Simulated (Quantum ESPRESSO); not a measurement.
# LiCl (Fm-3m): a volume series of phonon spectra

Aim: how the vibrations of LiCl shift with volume, and the expansion that follows.

Experimental results on record:
- volume expansion coefficient 131.4 1e-6/K and heat capacity C_P per formula unit 48.1 J/mol/K near room temperature (given in “High-Throughput Prediction of Finite-Temperature Properties using the Quasi-Harmonic Approximation”, 2016, arXiv:1603.06924)
- volume expansion coefficient 131.1 1e-6/K near room temperature (given in “Descriptors for thermal expansion in solids”, 2017, arXiv:1701.03966)

Method: DFT PBE, scalar-relativistic, plane waves, GBRV ultrasoft pseudopotentials, in Quantum ESPRESSO 7.5.

The database entry behind the starting cell differs from later determinations by our own check (0.1 to 0.3 % short, probably kX units), so it need not match the best structure at ambient conditions.

### 1. Set-up

It takes space group Fm-3m (No. 225, cubic). Conventional cell: a = 5.130 Å, b = 5.130 Å, c = 5.130 Å, α = 90.00°, β = 90.00°, γ = 90.00°. Nearest to Li lie 6 Cl at 2.56 Å. Cl has 6 Li at 2.56 Å nearest. Farther neighbours and most contacts between anions are not listed.

### 2. A first coarse run

Before spending time, one coarse run tells the gap and the pressure of the starting cell.

Input file probe.in:

```
&CONTROL
  calculation = 'scf'
  prefix      = 'x'
  outdir      = './tmp'
  pseudo_dir  = './pseudo'
  tprnfor     = .true.
  tstress     = .true.
  verbosity   = 'high'
/
&SYSTEM
  ibrav       = 0
  nat         = 2
  ntyp        = 2
  ecutwfc     = 45.0
  ecutrho     = 270.0
  occupations = 'smearing'
  smearing    = 'gaussian'
  degauss     = 0.01
/
&ELECTRONS
  conv_thr         = 1.0d-07
  mixing_beta      = 0.7
  electron_maxstep = 100
/
ATOMIC_SPECIES
 Li      6.9400  Li.upf
 Cl     35.4500  Cl.upf
CELL_PARAMETERS angstrom
     0.000000000    2.564770000    2.564770000
     2.564770000    0.000000000    2.564770000
     2.564770000    2.564770000    0.000000000
ATOMIC_POSITIONS crystal
 Li     0.000000000   0.000000000   0.000000000
 Cl     0.500000000   0.500000000   0.500000000
K_POINTS automatic
 6 6 6 0 0 0
```

Run with:

```bash
$ OMP_NUM_THREADS=1 mpirun -n 4 pw.x -nk 4 -in probe.in > probe.out
```

What it wrote:

```text
Program PWSCF v.7.5

     This program is part of the open-source Quantum ESPRESSO suite
     for quantum simulation of materials; please cite
         "P. Giannozzi et al., J. Phys.:Condens. Matter 21 395502 (2009);
         "P. Giannozzi et al., J. Phys.:Condens. Matter 29 465901 (2017);
         "P. Giannozzi et al., J. Chem. Phys. 152 154105 (2020);
     in publications or presentations arising from this work. More details at

     Message from routine setup:
     using ibrav=0 with symmetry is DISCOURAGED, use correct ibrav instead

     G-vector sticks info
     --------------------
     sticks:   dense  smooth     PW     G-vecs:    dense   smooth      PW
     Sum         859     583    187                16889     9377    1639

     Using Slab Decomposition

     bravais-lattice index     =            0
     lattice parameter (alat)  =       6.8543  a.u.
     unit-cell volume          =     227.7046 (a.u.)^3
     number of atoms/cell      =            2
     number of atomic types    =            2
     number of electrons       =        10.00
     number of Kohn-Sham states=            9
     kinetic-energy cutoff     =      45.0000  Ry
     charge density cutoff     =     270.0000  Ry
     scf convergence threshold =      1.0E-07
     mixing beta               =       0.7000
     number of iterations used =            8  plain     mixing
     Exchange-correlation=  SLA  PW   PBX  PBC
                           (   1   4   3   4   0   0   0)

     celldm(1)=   6.854287  celldm(2)=   0.000000  celldm(3)=   0.000000
     celldm(4)=   0.000000  celldm(5)=   0.000000  celldm(6)=   0.000000

     crystal axes: (cart. coord. in units of alat)
               a(1) = (   0.000000   0.707107   0.707107 )
               a(2) = (   0.707107   0.000000   0.707107 )
               a(3) = (   0.707107   0.707107   0.000000 )

     reciprocal axes: (cart. coord. in units 2 pi/alat)
               b(1) = ( -0.707107  0.707107  0.707107 )
               b(2) = (  0.707107 -0.707107  0.707107 )
               b(3) = (  0.707107  0.707107 -0.707107 )

     PseudoPot. # 1 for Li read from file:
     ./pseudo/Li.upf
     Pseudo is Ultrasoft, Zval =  3.0
     Using radial grid of  751 points,  5 beta functions with:
                l(1) =   0
                l(2) =   0
                l(3) =   0
                l(4) =   1
                l(5) =   1
     Q(r) pseudized with 10 coefficients,  rinner =    1.150   1.150   1.150

     PseudoPot. # 2 for Cl read from file:
     ./pseudo/Cl.upf
     Pseudo is Ultrasoft + core correction, Zval =  7.0
     Using radial grid of  909 points,  6 beta functions with:
                l(1) =   0
                l(2) =   0
                l(3) =   1
                l(4) =   1
                l(5) =   2
                l(6) =   2
     Q(r) pseudized with  8 coefficients,  rinner =    1.300   1.300   1.300
                                                       1.300   1.300

     atomic species   valence    mass     pseudopotential
     Li                3.00     6.94000     Li( 1.00)
     Cl                7.00    35.45000     Cl( 1.00)

     48 Sym. Ops., with inversion, found

                                    s                        frac. trans.

      isym =  1     identity

 cryst.   s( 1) = (     1          0          0      )
                  (     0          1          0      )
                  (     0          0          1      )

 cart.    s( 1) = (  1.0000000 -0.0000000  0.0000000 )
                  ( -0.0000000  1.0000000  0.0000000 )
                  ( -0.0000000  0.0000000  1.0000000 )

      isym =  2     180 deg rotation - cart. axis [0,0,1]

 cryst.   s( 2) = (     0          1         -1      )
                  (     1          0         -1      )
                  (     0          0         -1      )

 cart.    s( 2) = ( -1.0000000  0.0000000  0.0000000 )
                  (  0.0000000 -1.0000000  0.0000000 )
                  (  0.0000000 -0.0000000  1.0000000 )

      isym =  3     180 deg rotation - cart. axis [0,1,0]

 cryst.   s( 3) = (     0         -1          1      )
                  (     0         -1          0      )
                  (     1         -1          0      )

 cart.    s( 3) = ( -1.0000000 -0.0000000 -0.0000000 )
                  (  0.0000000  1.0000000 -0.0000000 )
                  (  0.0000000  0.0000000 -1.0000000 )

      isym =  4     180 deg rotation - cart. axis [1,0,0]

 cryst.   s( 4) = (    -1          0          0      )
                  (    -1          0          1      )
                  (    -1          1          0      )

 cart.    s( 4) = (  1.0000000  0.0000000 -0.0000000 )
                  ( -0.0000000 -1.0000000 -0.0000000 )
                  ( -0.0000000 -0.0000000 -1.0000000 )

      isym =  5     180 deg rotation - cart. axis [1,1,0]

 cryst.   s( 5) = (    -1          0          1      )
[...]
cart.    s( 5) = ( -0.0000000  1.0000000 -0.0000000 )
[...]
isym =  6     180 deg rotation - cart. axis [1,-1,0]

 cryst.   s( 6) = (     0         -1          0      )
[...]
cart.    s( 6) = (  0.0000000 -1.0000000 -0.0000000 )
[...]
isym =  7      90 deg rotation - cart. axis [0,0,-1]

 cryst.   s( 7) = (     0          1          0      )
[...]
cart.    s( 7) = (  0.0000000  1.0000000  0.0000000 )
[...]
isym =  8      90 deg rotation - cart. axis [0,0,1]

 cryst.   s( 8) = (     1          0         -1      )
[...]
cart.    s( 8) = ( -0.0000000 -1.0000000  0.0000000 )
[...]
isym =  9     180 deg rotation - cart. axis [1,0,1]

 cryst.   s( 9) = (    -1          1          0      )
[...]
cart.    s( 9) = (  0.0000000  0.0000000  1.0000000 )
[...]
isym = 10     180 deg rotation - cart. axis [-1,0,1]

 cryst.   s(10) = (     0          0         -1      )
[...]
cart.    s(10) = ( -0.0000000  0.0000000 -1.0000000 )
[...]
isym = 11      90 deg rotation - cart. axis [0,1,0]

 cryst.   s(11) = (     0          0          1      )
[...]
cart.    s(11) = ( -0.0000000 -0.0000000  1.0000000 )
[...]
isym = 12      90 deg rotation - cart. axis [0,-1,0]

 cryst.   s(12) = (     1         -1          0      )
[...]
cart.    s(12) = (  0.0000000 -0.0000000 -1.0000000 )
[...]
isym = 13     180 deg rotation - cart. axis [0,1,1]

[...]
0.0000

          k = 0.2357 0.2357-0.2357 (  1167 PWs)   bands (ev):

   -41.8044 -11.3137  -0.5500   1.4736   1.4736   8.7209  11.6449  11.6449
    13.3533

     occupation numbers
     1.0000   1.0000   1.0000   1.0000   1.0000   0.0000   0.0000   0.0000
     0.0000

          k =-0.3536-0.3536 0.3536 (  1170 PWs)   bands (ev):

   -41.8037 -11.1586  -1.1417   1.4147   1.4147   8.4160  11.1102  11.1102
    14.6389

     occupation numbers
     1.0000   1.0000   1.0000   1.0000   1.0000   0.0000   0.0000   0.0000
     0.0000

          k = 0.2357 0.0000-0.0000 (  1171 PWs)   bands (ev):

   -41.8055 -11.5506   0.8836   1.3650   1.3650   9.1933  12.0476  12.3153
    13.6991

     occupation numbers
     1.0000   1.0000   1.0000   1.0000   1.0000   0.0000   0.0000   0.0000
     0.0000

          k = 0.3536 0.1179-0.1179 (  1164 PWs)   bands (ev):

   -41.8044 -11.3107  -0.1842   1.1319   1.1603   9.8375  11.2261  11.8006
    13.0297

     occupation numbers
     1.0000   1.0000   1.0000   1.0000   1.0000   0.0000   0.0000   0.0000
     0.0000

          k =-0.2357-0.4714 0.4714 (  1153 PWs)   bands (ev):

   -41.8035 -11.1010  -0.9345   0.7790   1.1761   9.3908  10.9717  11.9444
    13.4997

     occupation numbers
     1.0000   1.0000   1.0000   1.0000   1.0000   0.0000   0.0000   0.0000
     0.0000

          k =-0.1179-0.3536 0.3536 (  1156 PWs)   bands (ev):

   -41.8037 -11.1563  -0.7201   0.6330   1.3963   9.4358  11.4348  11.6086
    13.2122

     occupation numbers
     1.0000   1.0000   1.0000   1.0000   1.0000   0.0000   0.0000   0.0000
     0.0000

          k = 0.0000-0.2357 0.2357 (  1159 PWs)   bands (ev):

[...]
occupation numbers
[...]
k = 0.4714 0.0000-0.0000 (  1150 PWs)   bands (ev):

[...]
occupation numbers
[...]
k =-0.1179-0.5893 0.5893 (  1155 PWs)   bands (ev):

[...]
occupation numbers
[...]
k =-0.0000-0.4714 0.4714 (  1141 PWs)   bands (ev):

[...]
occupation numbers
[...]
k =-0.7071 0.0000 0.0000 (  1162 PWs)   bands (ev):

   -41.8028 -10.9143  -1.2195   0.5709   0.5709   9.5015   9.9172  14.1077
    15.7908

     occupation numbers
     1.0000   1.0000   1.0000   1.0000   1.0000   0.0000   0.0000   0.0000
     0.0000

          k =-0.2357-0.4714 0.7071 (  1159 PWs)   bands (ev):

   -41.8035 -11.0978  -0.5617   0.3131   1.0469  10.6635  10.9933  11.3020
    13.4603

     occupation numbers
     1.0000   1.0000   1.0000   1.0000   1.0000   0.0000   0.0000   0.0000
     0.0000

          k =-0.1179-0.3536 0.5893 (  1164 PWs)   bands (ev):

   -41.8030 -10.9844  -0.6923  -0.0581   0.8866  10.5559  10.9609  12.5586
    12.7706

     occupation numbers
     1.0000   1.0000   1.0000   1.0000   1.0000   0.0000   0.0000   0.0000
     0.0000

          k =-0.7071 0.2357 0.0000 (  1166 PWs)   bands (ev):

   -41.8028 -10.9207  -0.8546   0.0199   0.6011  10.3528  11.0241  12.9561
    13.0653

     occupation numbers
     1.0000   1.0000   1.0000   1.0000   1.0000   0.0000   0.0000   0.0000
     0.0000

     the Fermi energy is     5.8417 ev

!    total energy              =     -48.03145712 Ry
     estimated scf accuracy    <       0.00000001 Ry
     smearing contrib. (-TS)   =      -0.00000000 Ry
     internal energy E=F+TS    =     -48.03145712 Ry

     The total energy is F=E-TS. E is the sum of the following terms:
     one-electron contribution =     -10.60841492 Ry
     hartree contribution      =       7.67024858 Ry
     xc contribution           =     -12.93842730 Ry
     ewald contribution        =     -32.15486348 Ry

     convergence has been achieved in   6 iterations

     negative rho (up, down):  1.452E-02 0.000E+00

     Forces acting on atoms (cartesian axes, Ry/au):

     atom    1 type  1   force =     0.00000000    0.00000000    0.00000000
     atom    2 type  2   force =     0.00000000    0.00000000    0.00000000
     The non-local contrib.  to forces
     atom    1 type  1   force =     0.00000000    0.00000000    0.00000000
     atom    2 type  2   force =     0.00000000    0.00000000   -0.00000000
     The ionic contribution  to forces
     atom    1 type  1   force =     0.00000000    0.00000000    0.00000000
     atom    2 type  2   force =     0.00000000   -0.00000000    0.00000000
     The local contribution  to forces
     atom    1 type  1   force =     0.00000000    0.00000000   -0.00000000
     atom    2 type  2   force =    -0.00000000   -0.00000000   -0.00000000
     The core correction contribution to forces
     atom    1 type  1   force =     0.00000000    0.00000000    0.00000000
     atom    2 type  2   force =    -0.00000000    0.00000000   -0.00000000
     The Hubbard contrib.    to forces
     atom    1 type  1   force =     0.00000000    0.00000000    0.00000000
     atom    2 type  2   force =     0.00000000    0.00000000    0.00000000
     The SCF correction term to forces
     atom    1 type  1   force =    -0.00000000    0.00000000    0.00000000
     atom    2 type  2   force =    -0.00000000    0.00000000   -0.00000000

     Total force =     0.000000     Total SCF correction =     0.000000

     Computing stress (Cartesian axis) and pressure

     negative rho (up, down):  1.452E-02 0.000E+00
          total   stress  (Ry/bohr**3)                   (kbar)     P=        3.87
   0.00002631  -0.00000000  -0.00000000            3.87       -0.00       -0.00
  -0.00000000   0.00002631  -0.00000000           -0.00        3.87       -0.00
  -0.00000000  -0.00000000   0.00002631           -0.00       -0.00        3.87

     kinetic stress (kbar)   6265.67      0.00     -0.00
                                0.00   6265.67     -0.00
                               -0.00     -0.00   6265.67

     local   stress (kbar)  -2690.82     -0.00      0.00
                               -0.00  -2690.82      0.00
                                0.00      0.00  -2690.82

     nonloc. stress (kbar)   3901.59     -0.00     -0.00
                               -0.00   3901.59     -0.00
                               -0.00     -0.00   3901.59

     hartree stress (kbar)   1651.75      0.00      0.00
                                0.00   1651.75      0.00
                                0.00      0.00   1651.75

     exc-cor stress (kbar)    227.49     -0.00      0.00
                               -0.00    227.49     -0.00
                                0.00     -0.00    227.49

     corecor stress (kbar)  -2427.43     -0.00     -0.00
                               -0.00  -2427.43     -0.00
                               -0.00     -0.00  -2427.43

     ewald   stress (kbar)  -6924.39      0.00     -0.00
                                0.00  -6924.39      0.00
                               -0.00      0.00  -6924.39

     hubbard stress (kbar)      0.00      0.00      0.00
                                0.00      0.00      0.00
                                0.00      0.00      0.00

     DFT-D   stress (kbar)      0.00      0.00      0.00
[...]
XDM     stress (kbar)      0.00      0.00      0.00
[...]
dft-nl  stress (kbar)      0.00      0.00      0.00
                                0.00      0.00      0.00
                                0.00      0.00      0.00

     TS-vdW  stress (kbar)      0.00      0.00      0.00
                                0.00      0.00      0.00
                                0.00      0.00      0.00

     MDB     stress (kbar)      0.00      0.00      0.00
                                0.00      0.00      0.00
                                0.00      0.00      0.00

     3D-RISM stress (kbar)      0.00      0.00      0.00
                                0.00      0.00      0.00
                                0.00      0.00      0.00

     Writing all to output data dir ./tmp/x.save/ :
     XML data file, charge density, pseudopotentials, collected wavefunctions

   JOB DONE.
```

Elapsed: 2 s, on 4 MPI ranks of Arm Neoverse V1, shared host; 7.9 s of CPU time.

A gap read on the k-mesh alone can miss the band edges.

Numbers from this step:

```
volume per atom   : 16.87 Å³
pressure          : 0.387 GPa
gap on the k-mesh : 6.327 eV
```

The start is under 0.39 GPa at this level and looks like an insulator or semiconductor on this mesh.

(Continued in part 2 of 9.)

[Logs are printed without paths, hosts, clocks, repeated set-up lines and the standing remarks that a program may print on its own settings, such as how far it seeks lower states.]

[Hosts, paths, dates, database ids (printed as entryN), source tags and the programs' standing remarks are cut or masked in the printed files.]

[A step with changed settings may run another functional than the one named; its input shows which.]

[Of the runs on displaced cells, only some may be shown.]
